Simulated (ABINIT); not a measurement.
## Quasiparticle gap of Ca2FeH6 (Fm-3m) in ABINIT

The structure is cubic, space group Fm-3m (No. 225). Conventional cell: a = 6.992 Å, b = 6.992 Å, c = 6.992 Å, α = 90.00°, β = 90.00°, γ = 90.00°. Nearest to Ca lie 12 H at 2.48 Å. Fe has 6 H at 1.59 Å nearest. Nearest to H lie 1 Fe at 1.59 Å and 4 H at 2.25 Å and 4 Ca at 2.48 Å. Farther neighbours, and contacts between anions beyond the nearest, are not listed.

```
Ca Fe H
1.0
     0.00000    3.49608    3.49608
     3.49608    0.00000    3.49608
     3.49608    3.49608    0.00000
Ca Fe H
2 1 6
Direct
  0.25000 0.25000 0.25000
  0.75000 0.75000 0.75000
  0.00000 0.00000 0.00000
  0.77197 0.22803 0.22803
  0.22803 0.77197 0.77197
  0.22803 0.77197 0.22803
  0.77197 0.22803 0.77197
  0.22803 0.22803 0.77197
  0.77197 0.77197 0.22803
```

```
method               : RPA screening on LDA, plane waves, norm-conserving pseudopotentials (and 2 further levels or steps)
program              : ABINIT 10.8.3
settings             : cutoff 39 Ha, PseudoDojo scalar-relativistic 0.4.1 standard, norm-conserving, ngkpt (2, 2, 2), nband 56, ecuteps 3.2 Ha, inclvkb 2, shiftk (0, 0, 0), frequency ppm, 2×2×2 k-mesh
cost                 : 5 runs, 2.3 min in all on 4 MPI ranks of Intel Xeon Platinum 8375C at 2.90GHz (Ice Lake), shared host
notes                : This run has no spin polarisation, although Fe can carry a moment. The program’s warnings: nproc spkpt=  >= nkpt= * nsppol=. The cell and positions are those that the Materials Project relaxed with its own functionals (PBE, PBE+U or r2SCAN), kept fixed. Limits: no spin polarisation; d states lean on the start. The 2×2×2 mesh is coarse for this cell, which bears on the long-range parts of exchange and screening. The runs have no spin polarisation. For a closed low-spin shell that is the natural state; where a d or f shell is open it is a constraint, and the gap is then not the crystal’s own.
LDA gap              : 1.21 eV, indirect (only 9 meV under the direct gap)
G0W0 gap on the mesh : 2.40 eV
GW settings          : 2×2×2 mesh, 56 bands, screening to 87.1 eV, Godby-Needs plasmon pole
known limits         : short of the basis limit; no spin polarisation; d states lean on the start; coarse k mesh
```

G0W0 moves the gap on the mesh from 1.21 eV to 2.40 eV (+1.18 eV), with Z of 0.73 and 0.77 at the edges. Local fields lower the RPA ε∞ on this mesh from 5.90 to 5.05; a Γ-centred mesh this coarse tends to raise both, most where the direct gap is narrow, while a short band sum lowers them.

[Long decimals in the printed logs are rounded to 6 places.]

[Logs are printed without paths, hosts, clocks, repeated set-up lines and the standing remarks that a program may print on its own settings, such as how far it seeks lower states.]

[Paths, hosts, dates, memory and timing lines, banners, echoed tables and standing remarks are left out of the program output; an Ansatz launch command may be rebuilt from the run's recorded settings. Measured values are a selection of at most five: reports struck by readers or far from the other reports are left out. None is set beside runs whose start may be inverted or whose files or cutoffs have a known fault.]

[Runs of the session that timed out or met a known fault of the program may be left out.]

[Hosts, paths, dates, database ids (printed as entryN), source tags and the programs' standing remarks are cut or masked in the printed files.]

[G0W0 gaps are taken among the corrected bands and points alone; a level outside them can change the order at an edge.]

[Where Ansatz stands beside ABINIT at settings called matched, ABINIT's density can come from a denser mesh and the files from another edition; pairs whose starting gaps differed by over 0.03 eV were left out, so agreement reads better than it is.]
